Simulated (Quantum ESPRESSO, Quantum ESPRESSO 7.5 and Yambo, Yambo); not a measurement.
# LiH (Fm-3m): G0W0 with Yambo, start to end

How does a plane-wave GW calculation on LiH (Fm-3m) run from the first input to the gap?

Calculated with Quantum ESPRESSO 7.5 and Yambo 5.3.0; PBE and many-body steps on it, plane waves.

This is a report of a sequence of runs, with most program output left out.

The database entry behind the starting cell differs from later determinations by our own check (the deuteride, about 0.2 % short), so it need not match the best structure at ambient conditions.

### Step 1. Starting point

Symmetry: Fm-3m, No. 225, cubic system. The conventional cell has a = 4.074 Å, b = 4.074 Å, c = 4.074 Å, α = 90.00°, β = 90.00°, γ = 90.00°. Nearest to Li lie 6 H at 2.04 Å. H has 6 Li at 2.04 Å nearest. Farther neighbours are not listed.

The cell and positions come from the Crystallography Open Database and are kept as given unless a step says otherwise.

### Step 2. Ground state

This step: Quantum ESPRESSO 7.5; DFT, PBE, plane waves, norm-conserving pseudopotentials.

The ground-state density comes first.

pw.in

```
&control
  calculation = 'scf'
  prefix = 'x'
  outdir = 'o'
  pseudo_dir = 'pseudo'
/
&system
  ibrav = 0
  nat = 2
  ntyp = 2
  ecutwfc = 66.0
  nbnd = 7
  force_symmorphic = .true.
/
&electrons
  conv_thr = 1e-10
  electron_maxstep = 80
  mixing_beta = 0.5
/
ATOMIC_SPECIES
  Li 6.94 Li.upf
  H 1.008 H.upf
CELL_PARAMETERS angstrom
  0.0000000000 2.0367500000 2.0367500000
  2.0367500000 -0.0000000000 2.0367500000
  2.0367500000 2.0367500000 -0.0000000000
ATOMIC_POSITIONS crystal
  Li 0.0000000000 0.0000000000 0.0000000000
  H 0.5000000000 0.5000000000 0.5000000000
K_POINTS automatic
  8 8 8 0 0 0
```

Started as:

```console
$ OMP_NUM_THREADS=1 mpirun -n 4 pw.x -nk 4 -in pw.in > pw.out
```

It took 1.2 s on 4 MPI ranks of Arm Neoverse V2, shared host; peak memory 0.05 GiB; 4.7 s of CPU time.

Numbers from this step:

* total energy: -212.7310 eV
* gap: 3.022 eV
* k of the valence top: 0, -0.5, -0.5
* k of the conduction bottom: 0, -0.5, -0.5
* least direct gap: 3.022 eV

The gap is direct, at (0.000, -0.500, -0.500).

### Step 3. Bands along the symmetry lines

The cheap functional maps the bands first; the places of the edges decide which points the dearer methods must see.

pw.in

```
&control
  calculation = 'bands'
  prefix = 'x'
  outdir = 'o'
  pseudo_dir = 'pseudo'
/
&system
  ibrav = 0
  nat = 2
  ntyp = 2
  ecutwfc = 66.0
  nbnd = 8
  force_symmorphic = .true.
/
&electrons
  conv_thr = 1e-9
  electron_maxstep = 80
  diago_full_acc = .true.
  diago_thr_init = 5e-6
/
ATOMIC_SPECIES
  Li 6.94 Li.upf
  H 1.008 H.upf
CELL_PARAMETERS angstrom
  0.0000000000 2.0367500000 2.0367500000
  2.0367500000 -0.0000000000 2.0367500000
  2.0367500000 2.0367500000 -0.0000000000
ATOMIC_POSITIONS crystal
  Li 0.0000000000 0.0000000000 0.0000000000
  H 0.5000000000 0.5000000000 0.5000000000
K_POINTS crystal
  50
  0.00000000 0.00000000 0.00000000 1
  0.06250000 0.00000000 0.06250000 1
  0.12500000 0.00000000 0.12500000 1
  0.18750000 0.00000000 0.18750000 1
  0.25000000 0.00000000 0.25000000 1
  0.31250000 0.00000000 0.31250000 1
  0.37500000 0.00000000 0.37500000 1
  0.43750000 0.00000000 0.43750000 1
  0.50000000 0.00000000 0.50000000 1
  0.51562500 0.03125000 0.51562500 1
  0.53125000 0.06250000 0.53125000 1
  0.54687500 0.09375000 0.54687500 1
  0.56250000 0.12500000 0.56250000 1
  0.57812500 0.15625000 0.57812500 1
  0.59375000 0.18750000 0.59375000 1
  0.60937500 0.21875000 0.60937500 1
  0.62500000 0.25000000 0.62500000 1
  0.37500000 0.37500000 0.75000000 1
  0.32812500 0.32812500 0.65625000 1
  0.28125000 0.28125000 0.56250000 1
  0.23437500 0.23437500 0.46875000 1
  0.18750000 0.18750000 0.37500000 1
  0.14062500 0.14062500 0.28125000 1
  0.09375000 0.09375000 0.18750000 1
  0.04687500 0.04687500 0.09375000 1
  0.00000000 0.00000000 0.00000000 1
  0.06250000 0.06250000 0.06250000 1
  0.12500000 0.12500000 0.12500000 1
  0.18750000 0.18750000 0.18750000 1
  0.25000000 0.25000000 0.25000000 1
  0.31250000 0.31250000 0.31250000 1
  0.37500000 0.37500000 0.37500000 1
  0.43750000 0.43750000 0.43750000 1
  0.50000000 0.50000000 0.50000000 1
  0.50000000 0.46875000 0.53125000 1
  0.50000000 0.43750000 0.56250000 1
  0.50000000 0.40625000 0.59375000 1
  0.50000000 0.37500000 0.62500000 1
  0.50000000 0.34375000 0.65625000 1
  0.50000000 0.31250000 0.68750000 1
  0.50000000 0.28125000 0.71875000 1
  0.50000000 0.25000000 0.75000000 1
  0.50000000 0.21875000 0.71875000 1
  0.50000000 0.18750000 0.68750000 1
  0.50000000 0.15625000 0.65625000 1
  0.50000000 0.12500000 0.62500000 1
  0.50000000 0.09375000 0.59375000 1
  0.50000000 0.06250000 0.56250000 1
  0.50000000 0.03125000 0.53125000 1
  0.50000000 0.00000000 0.50000000 1
```

Elapsed: 1.1 s, on 4 MPI ranks; peak memory 0.05 GiB; 4.1 s of CPU time.

This step gave:

```yaml
gap: 3.022 eV
k_of_the_valence_top: 0.5, 0, 0.5
k_of_the_conduction_bottom: 0.5, 0, 0.5
least_direct_gap: 3.022 eV
```

The gap is 3.022 eV, as in the run before at this level.

The electronic bands at the labelled points (eV, zero at the top of the highest filled band; v1 is the highest filled band, c1 the lowest empty one):

```csv
point,v2,v1,c1,c2,c3,c4
Γ,-44.30,-5.25,15.48,17.40,17.40,17.40
halfway,-44.28,-3.75,10.13,12.73,12.73,15.96
X,-44.25,0.00,3.02,10.59,10.59,13.70
halfway,-44.25,-0.08,3.30,8.96,10.86,15.50
U,-44.25,-0.47,4.13,7.41,11.68,15.68
jump to K,-44.25,-0.47,4.13,7.41,11.68,15.68
halfway,-44.27,-3.67,9.75,9.89,15.65,16.99
Γ,-44.30,-5.25,15.48,17.40,17.40,17.40
halfway,-44.28,-4.21,9.46,14.60,16.21,16.21
L,-44.26,-2.49,4.80,13.25,16.07,16.07
halfway,-44.26,-1.61,5.00,8.66,12.93,15.97
W,-44.25,-0.20,5.24,5.24,11.40,17.12
halfway,-44.25,-0.10,3.58,7.93,10.99,16.83
X,-44.25,0.00,3.02,10.59,10.59,13.70
```

### Step 4. Empty states on the mesh, 8×8×8 mesh, 72 bands

The sums over transitions need many empty states on a uniform mesh; this step solves for them.

pw.in

```
&control
  calculation = 'nscf'
  prefix = 'x'
  outdir = 'o'
  pseudo_dir = 'pseudo'
/
&system
  ibrav = 0
  nat = 2
  ntyp = 2
  ecutwfc = 66.0
  nbnd = 72
  force_symmorphic = .true.
/
&electrons
  conv_thr = 1e-9
  electron_maxstep = 80
  diago_full_acc = .true.
  diago_thr_init = 5e-6
/
ATOMIC_SPECIES
  Li 6.94 Li.upf
  H 1.008 H.upf
CELL_PARAMETERS angstrom
  0.0000000000 2.0367500000 2.0367500000
  2.0367500000 -0.0000000000 2.0367500000
  2.0367500000 2.0367500000 -0.0000000000
ATOMIC_POSITIONS crystal
  Li 0.0000000000 0.0000000000 0.0000000000
  H 0.5000000000 0.5000000000 0.5000000000
K_POINTS automatic
  8 8 8 0 0 0
```

The job ended after 3.6 s (4 MPI ranks; peak memory 0.19 GiB).

Numbers from this step:

```
gap                                                           : 3.022 eV
k of the valence top                                          : 0, -0.5, -0.5
k of the conduction bottom                                    : 0, -0.5, -0.5
least direct gap                                              : 3.022 eV
k points computed                                             : 29
lowest point of the top converged band, above the valence top : 137.7223 eV
```

On this mesh the gap is 3.022 eV.

### Step 5. Conversion and set-up

This step: Yambo 5.3.0; conversion and set-up on PBE, plane waves, norm-conserving pseudopotentials.

The states are converted to the many-body program's format and the q mesh is built.

Started as:

```console
$ (cd o/x.save; p2y > p2y.log; mv SAVE ../..); yambo > setup.log
```

The job ended after 1.7 s (1 MPI rank; peak memory 0.23 GiB).

### Step 6. Screening and self-energy, 8×8×8 mesh, 72 bands, screening to 210.9 eV

Now the one-shot GW correction: screening in the RPA, then the self-energy of the levels asked for.

This step: G0W0 on PBE, plane waves, norm-conserving pseudopotentials.

gw1.in

```
HF_and_locXC
gw0
dyson
ppa
em1d
rim_cut
RandQpts= 1000000
RandGvec= 1 RL
EXXRLvcs= 66 Ry
VXCRLvcs= 264 Ry
Chimod= "HARTREE"
% BndsRnXp
 1 | 72 |
%
NGsBlkXp= 15.5 Ry
% LongDrXp
 1 | 1 | 1 |
%
% GbndRnge
 1 | 72 |
%
DysSolver= "n"
ExtendOut
PPAPntXp= 27.21138 eV
% QPkrange
 21 | 21 | 1 | 4 |
 1 | 1 | 1 | 4 |
%
```

Started as:

```console
$ OMP_NUM_THREADS=1 mpirun -n 4 yambo -F gw1.in -J gw1 -C gw1 > gw1.log
```

Wall time 95 s (4 MPI ranks); peak memory 1.2 GiB.

Numbers from this step:

```yaml
g0w0_gap_on_the_points_computed: 4.961 eV
starting_gap_on_the_mesh: 3.022 eV
k_of_the_valence_top: 0, -0.5, -0.5
k_of_the_conduction_bottom: 0, -0.5, -0.5
least_direct_g0w0_gap_on_the_computed_points: 4.961 eV
z_at_the_valence_top: 0.7817
z_at_the_conduction_bottom: 0.8195
```

The gap on the mesh goes from 3.02 eV to 4.96 eV, a correction of +1.94 eV.

Limits: finite bands, cutoff and mesh. v1 is the top filled band, c1 the lowest empty one. Levels before and after the correction, in eV, zero at the valence-band top of each column:

```csv
,conduction bottom,valence top
Kohn-Sham,3.02,0.00
G0W0,4.96,0.00
```

```csv
,level,energy (eV)
Kohn-Sham,(0 -0.5 -0.5) v2,-44.251
Kohn-Sham,(0 -0.5 -0.5) v1,0.000
Kohn-Sham,(0 -0.5 -0.5) c1,3.022
Kohn-Sham,(0 -0.5 -0.5) c2,10.588
G0W0,(0 -0.5 -0.5) v2,-49.392
G0W0,(0 -0.5 -0.5) v1,0.000
G0W0,(0 -0.5 -0.5) c1,4.961
G0W0,(0 -0.5 -0.5) c2,12.868
```

### Step 7. Where the time went

Times are wall times on the hardware named with each run, good to a factor of about two.

```csv
step,time,share,memory (GiB)
ground state,1.2 s,1 %,0.05
bands along the symmetry lines,1.1 s,1 %,0.05
empty states on the mesh,3.6 s,4 %,0.19
conversion and set-up,1.7 s,2 %,0.23
screening and self-energy,95 s,93 %,1.2
```

### Step 8. Results

```yaml
pbe_gap: 3.02 eV, direct
g0w0_gap_on_the_mesh: 4.96 eV
gw_settings: 8×8×8 mesh, 72 bands, screening to 210.9 eV, Godby-Needs plasmon pole
known_limits: not at the basis limit
```

**Reading.** G0W0 moves the gap on the mesh from 3.02 eV to 4.96 eV (+1.94 eV), with Z of 0.78 and 0.82 at the edges. Only 2 of the mesh's irreducible points were corrected, so a valley elsewhere could overtake. The dearest step here is «screening and self-energy». Bands and cutoff are finite, so the gap is not at the basis limit. The miss can reach some tenths of an eV and take either sign; the mesh is an error of its own. In the G0W0 run levels were corrected at 2 k points alone, so a gap called «on the mesh» is the least over those, and an edge elsewhere would be missed.

[Paths, hosts, dates, memory and timing lines, banners, echoed tables and standing remarks are left out of the program output.]

[Logs are printed without paths, hosts, clocks, repeated set-up lines and the standing remarks that a program may print on its own settings, such as how far it seeks lower states.]

[Runs of the session that timed out or met a known fault of the program may be left out.]

[Hosts, paths, dates, database ids (printed as entryN), source tags and the programs' standing remarks are cut or masked in the printed files.]
